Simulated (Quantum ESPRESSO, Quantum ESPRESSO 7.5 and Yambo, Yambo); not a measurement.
# A GW chain in Yambo: KBr (Fm-3m)

How does a plane-wave GW calculation on KBr (Fm-3m) run from the first input to the gap?

Method: PBE and many-body steps on it, plane waves, in Quantum ESPRESSO 7.5 and Yambo 5.3.0.

Most raw output is cut from this account.

**1. The structure**

The structure is cubic, space group Fm-3m (No. 225). Conventional cell: a = 6.600 Å, b = 6.600 Å, c = 6.600 Å, α = 90.00°, β = 90.00°, γ = 90.00°. Nearest to K lie 6 Br at 3.30 Å. Nearest to Br lie 6 K at 3.30 Å. Farther neighbours and most contacts between anions are not listed.

As a file:

```cif
data_structure
_symmetry_space_group_name_H-M 'P 1'
_symmetry_Int_Tables_number 1
_cell_length_a 4.6669
_cell_length_b 4.6669
_cell_length_c 4.6669
_cell_angle_alpha 60.000
_cell_angle_beta 60.000
_cell_angle_gamma 60.000
_cell_volume 71.87
loop_
_atom_site_label
_atom_site_type_symbol
_atom_site_fract_x
_atom_site_fract_y
_atom_site_fract_z
_atom_site_occupancy
K1 K 0.00000 0.00000 0.00000 1
Br2 Br 0.50000 0.50000 0.50000 1
```

The cell and positions come from the Crystallography Open Database and are kept as given unless a step says otherwise.

**2. Ground state**

This step: Quantum ESPRESSO 7.5; DFT, PBE, plane waves, norm-conserving pseudopotentials.

The ground-state density comes first.

Input file pw.in:

```
&control
  calculation = 'scf'
  prefix = 'x'
  outdir = 'o'
  pseudo_dir = 'pseudo'
/
&system
  ibrav = 0
  nat = 2
  ntyp = 2
  ecutwfc = 76.0
  nbnd = 18
  force_symmorphic = .true.
/
&electrons
  conv_thr = 1e-10
  electron_maxstep = 80
  mixing_beta = 0.5
/
ATOMIC_SPECIES
  K 39.098 K.upf
  Br 79.904 Br.upf
CELL_PARAMETERS angstrom
  0.0000000000 3.3000000000 3.3000000000
  3.3000000000 0.0000000000 3.3000000000
  3.3000000000 3.3000000000 0.0000000000
ATOMIC_POSITIONS crystal
  K 0.0000000000 0.0000000000 0.0000000000
  Br 0.5000000000 0.5000000000 0.5000000000
K_POINTS automatic
  6 6 6 0 0 0
```

Run with:

```sh
$ OMP_NUM_THREADS=1 mpirun -n 4 pw.x -nk 4 -in pw.in > pw.out
```

Elapsed: 10 s, on 4 MPI ranks of Arm Neoverse V1, shared host; peak memory 0.31 GiB; 40 s of CPU time.

This step gave:

```yaml
total_energy: -4505.1413 eV
gap: 4.436 eV
k_of_the_valence_top: 0, 0, 0
k_of_the_conduction_bottom: 0, 0, 0
least_direct_gap: 4.436 eV
```

The gap is direct, at Γ.

**3. Bands along the symmetry lines**

Levels along a band path, at the cheap level, show where the edges lie and whether the meshes to come will hold them.

Input file pw.in:

```
&control
  calculation = 'bands'
  prefix = 'x'
  outdir = 'o'
  pseudo_dir = 'pseudo'
/
&system
  ibrav = 0
  nat = 2
  ntyp = 2
  ecutwfc = 76.0
  nbnd = 19
  force_symmorphic = .true.
/
&electrons
  conv_thr = 1e-9
  electron_maxstep = 80
  diago_full_acc = .true.
  diago_thr_init = 5e-6
/
ATOMIC_SPECIES
  K 39.098 K.upf
  Br 79.904 Br.upf
CELL_PARAMETERS angstrom
  0.0000000000 3.3000000000 3.3000000000
  3.3000000000 0.0000000000 3.3000000000
  3.3000000000 3.3000000000 0.0000000000
ATOMIC_POSITIONS crystal
  K 0.0000000000 0.0000000000 0.0000000000
  Br 0.5000000000 0.5000000000 0.5000000000
K_POINTS crystal
  50
  0.00000000 0.00000000 0.00000000 1
  0.06250000 0.00000000 0.06250000 1
  0.12500000 0.00000000 0.12500000 1
  0.18750000 0.00000000 0.18750000 1
  0.25000000 0.00000000 0.25000000 1
  0.31250000 0.00000000 0.31250000 1
  0.37500000 0.00000000 0.37500000 1
  0.43750000 0.00000000 0.43750000 1
  0.50000000 0.00000000 0.50000000 1
  0.51562500 0.03125000 0.51562500 1
  0.53125000 0.06250000 0.53125000 1
  0.54687500 0.09375000 0.54687500 1
  0.56250000 0.12500000 0.56250000 1
  0.57812500 0.15625000 0.57812500 1
  0.59375000 0.18750000 0.59375000 1
  0.60937500 0.21875000 0.60937500 1
  0.62500000 0.25000000 0.62500000 1
  0.37500000 0.37500000 0.75000000 1
  0.32812500 0.32812500 0.65625000 1
  0.28125000 0.28125000 0.56250000 1
  0.23437500 0.23437500 0.46875000 1
  0.18750000 0.18750000 0.37500000 1
  0.14062500 0.14062500 0.28125000 1
  0.09375000 0.09375000 0.18750000 1
  0.04687500 0.04687500 0.09375000 1
  0.00000000 0.00000000 0.00000000 1
  0.06250000 0.06250000 0.06250000 1
  0.12500000 0.12500000 0.12500000 1
  0.18750000 0.18750000 0.18750000 1
  0.25000000 0.25000000 0.25000000 1
  0.31250000 0.31250000 0.31250000 1
  0.37500000 0.37500000 0.37500000 1
  0.43750000 0.43750000 0.43750000 1
  0.50000000 0.50000000 0.50000000 1
  0.50000000 0.46875000 0.53125000 1
  0.50000000 0.43750000 0.56250000 1
  0.50000000 0.40625000 0.59375000 1
  0.50000000 0.37500000 0.62500000 1
  0.50000000 0.34375000 0.65625000 1
  0.50000000 0.31250000 0.68750000 1
  0.50000000 0.28125000 0.71875000 1
  0.50000000 0.25000000 0.75000000 1
  0.50000000 0.21875000 0.71875000 1
  0.50000000 0.18750000 0.68750000 1
  0.50000000 0.15625000 0.65625000 1
  0.50000000 0.12500000 0.62500000 1
  0.50000000 0.09375000 0.59375000 1
  0.50000000 0.06250000 0.56250000 1
  0.50000000 0.03125000 0.53125000 1
  0.50000000 0.00000000 0.50000000 1
```

Run time: 10 s. Hardware: 4 MPI ranks; peak memory 0.26 GiB.

Numbers from this step:

| Property | Result |
| --- | --- |
| gap | 4.436 eV |
| k of the valence top | 0, 0, 0 |
| k of the conduction bottom | 0, 0, 0 |
| least direct gap | 4.436 eV |

The gap is 4.436 eV, as in the run before at this level.

The electronic bands at the labelled points (eV, zero at the top of the highest filled band):

```tsv
point	band 10	band 11	band 12	band 13	band 14	band 15	band 16	band 17
Γ	-11.26	0.00	0.00	0.00	4.44	7.61	7.61	7.61
halfway	-11.17	-0.71	-0.16	-0.16	5.90	6.54	8.84	9.05
X	-11.29	-0.81	-0.28	-0.28	5.87	7.20	9.36	9.51
halfway	-11.26	-0.78	-0.40	-0.30	6.08	7.46	9.12	9.51
U	-11.18	-0.69	-0.64	-0.33	6.60	8.16	8.46	9.16
jump to K	-11.18	-0.69	-0.64	-0.33	6.60	8.16	8.46	9.16
halfway	-11.10	-0.78	-0.24	-0.24	6.16	7.28	8.38	8.88
Γ	-11.26	0.00	0.00	0.00	4.44	7.61	7.61	7.61
halfway	-11.12	-0.67	-0.17	-0.17	5.69	7.49	8.31	8.31
L	-11.01	-1.18	-0.33	-0.33	6.59	8.23	9.74	9.74
halfway	-11.09	-0.96	-0.47	-0.36	7.02	7.80	8.89	9.31
W	-11.16	-0.59	-0.59	-0.54	7.39	7.39	8.26	9.00
halfway	-11.22	-0.75	-0.41	-0.38	6.29	7.66	8.73	9.39
X	-11.29	-0.81	-0.28	-0.28	5.87	7.20	9.36	9.51
```

**4. Empty states on the mesh, 4×4×4 mesh, 176 bands**

The sums over transitions need many empty states on a uniform mesh; this step solves for them.

Input file pw.in:

```
&control
  calculation = 'nscf'
  prefix = 'x'
  outdir = 'o'
  pseudo_dir = 'pseudo'
/
&system
  ibrav = 0
  nat = 2
  ntyp = 2
  ecutwfc = 76.0
  nbnd = 176
  force_symmorphic = .true.
/
&electrons
  conv_thr = 1e-9
  electron_maxstep = 80
  diago_full_acc = .true.
  diago_thr_init = 5e-6
/
ATOMIC_SPECIES
  K 39.098 K.upf
  Br 79.904 Br.upf
CELL_PARAMETERS angstrom
  0.0000000000 3.3000000000 3.3000000000
  3.3000000000 0.0000000000 3.3000000000
  3.3000000000 3.3000000000 0.0000000000
ATOMIC_POSITIONS crystal
  K 0.0000000000 0.0000000000 0.0000000000
  Br 0.5000000000 0.5000000000 0.5000000000
K_POINTS automatic
  4 4 4 0 0 0
```

It took 21 s on 4 MPI ranks; peak memory 0.54 GiB; 83 s of CPU time.

This step gave:

```yaml
gap: 4.436 eV
k_of_the_valence_top: 0, 0, 0
k_of_the_conduction_bottom: 0, 0, 0
least_direct_gap: 4.436 eV
k_points_computed: 8
lowest_point_of_the_top_converged_band_above_the_valence_top: 93.5197 eV
```

On this mesh the gap is 4.436 eV.

**5. Conversion and set-up**

This step: Yambo 5.3.0; conversion and set-up on PBE, plane waves, norm-conserving pseudopotentials.

The states are converted to the many-body program's format and the q mesh is built.

Run with:

```sh
$ (cd o/x.save; p2y > p2y.log; mv SAVE ../..); yambo > setup.log
```

The job ended after 3.1 s (1 MPI rank; peak memory 0.26 GiB).

**6. Screening and self-energy, 4×4×4 mesh, 176 bands, screening to 163.3 eV**

Now the one-shot GW correction: screening in the RPA, then the self-energy of the levels asked for.

This step: G0W0 on PBE, plane waves, norm-conserving pseudopotentials.

Input file gw1.in:

```
HF_and_locXC
gw0
dyson
ppa
em1d
rim_cut
RandQpts= 1000000
RandGvec= 1 RL
EXXRLvcs= 76 Ry
VXCRLvcs= 304 Ry
Chimod= "HARTREE"
% BndsRnXp
 1 | 176 |
%
NGsBlkXp= 12 Ry
% LongDrXp
 1 | 1 | 1 |
%
% GbndRnge
 1 | 176 |
%
DysSolver= "n"
ExtendOut
PPAPntXp= 27.21138 eV
% QPkrange
 1 | 1 | 12 | 15 |
%
```

Run with:

```sh
$ OMP_NUM_THREADS=1 mpirun -n 4 yambo -F gw1.in -J gw1 -C gw1 > gw1.log
```

Wall time 3.3 min (4 MPI ranks); peak memory 2 GiB.

This step gave:

```yaml
g0w0_gap_on_the_points_computed: 7.709 eV
starting_gap_on_the_mesh: 4.436 eV
k_of_the_valence_top: 0, 0, 0
k_of_the_conduction_bottom: 0, 0, 0
least_direct_g0w0_gap_on_the_computed_points: 7.709 eV
z_at_the_valence_top: 0.8284
z_at_the_conduction_bottom: 0.8738
```

The gap on the mesh goes from 4.44 eV to 7.71 eV, a correction of +3.27 eV.

Limits: finite bands, cutoff and mesh; no spin-orbit coupling. v1 is the top filled band, c1 the lowest empty one. Levels before and after the correction, in eV, zero at the valence-band top of each column:

```tsv
	conduction bottom	valence top
Kohn-Sham	4.44	0.00
G0W0	7.71	0.00
```

```tsv
	level	energy (eV)
Kohn-Sham	Γ v2-v1	0.000
Kohn-Sham	Γ c1	4.436
Kohn-Sham	Γ c2	7.609
G0W0	Γ v2-v1	0.000
G0W0	Γ c1	7.709
G0W0	Γ c2	11.826
```

**7. Where the time went**

Times are wall times on the hardware named with each run, good to a factor of about two.

```tsv
step	time	share	memory (GiB)
ground state	10 s	4 %	0.31
bands along the symmetry lines	10 s	4 %	0.26
empty states on the mesh	21 s	9 %	0.54
conversion and set-up	3.1 s	1 %	0.26
screening and self-energy	3.3 min	82 %	2.0
```

**8. Outcome**

- PBE gap: 4.44 eV, direct
- G0W0 gap on the mesh: 7.71 eV
- GW settings: 4×4×4 mesh, 176 bands, screening to 163.3 eV, Godby-Needs plasmon pole
- known limits: not at the basis limit; no spin-orbit coupling

G0W0 moves the gap on the mesh from 4.44 eV to 7.71 eV (+3.27 eV), with Z of 0.83 and 0.87 at the edges. Only 1 of the mesh's irreducible points was corrected, so a valley elsewhere could overtake. The dearest step here is «screening and self-energy». Bands and cutoff are finite, so the gap is not at the basis limit. The miss can reach some tenths of an eV and take either sign; the mesh is an error of its own. In the G0W0 run levels were corrected at 1 k point alone, so a gap called «on the mesh» is the least over those, and an edge elsewhere would be missed. The many-body steps are scalar-relativistic: spin-orbit coupling is not in them.

[Paths, hosts, dates, memory and timing lines, banners, echoed tables and standing remarks are left out of the program output.]

[Logs are printed without paths, hosts, clocks, repeated set-up lines and the standing remarks that a program may print on its own settings, such as how far it seeks lower states.]

[Runs of the session that timed out or met a known fault of the program may be left out.]

[Hosts, paths, dates, database ids (printed as entryN), source tags and the programs' standing remarks are cut or masked in the printed files.]
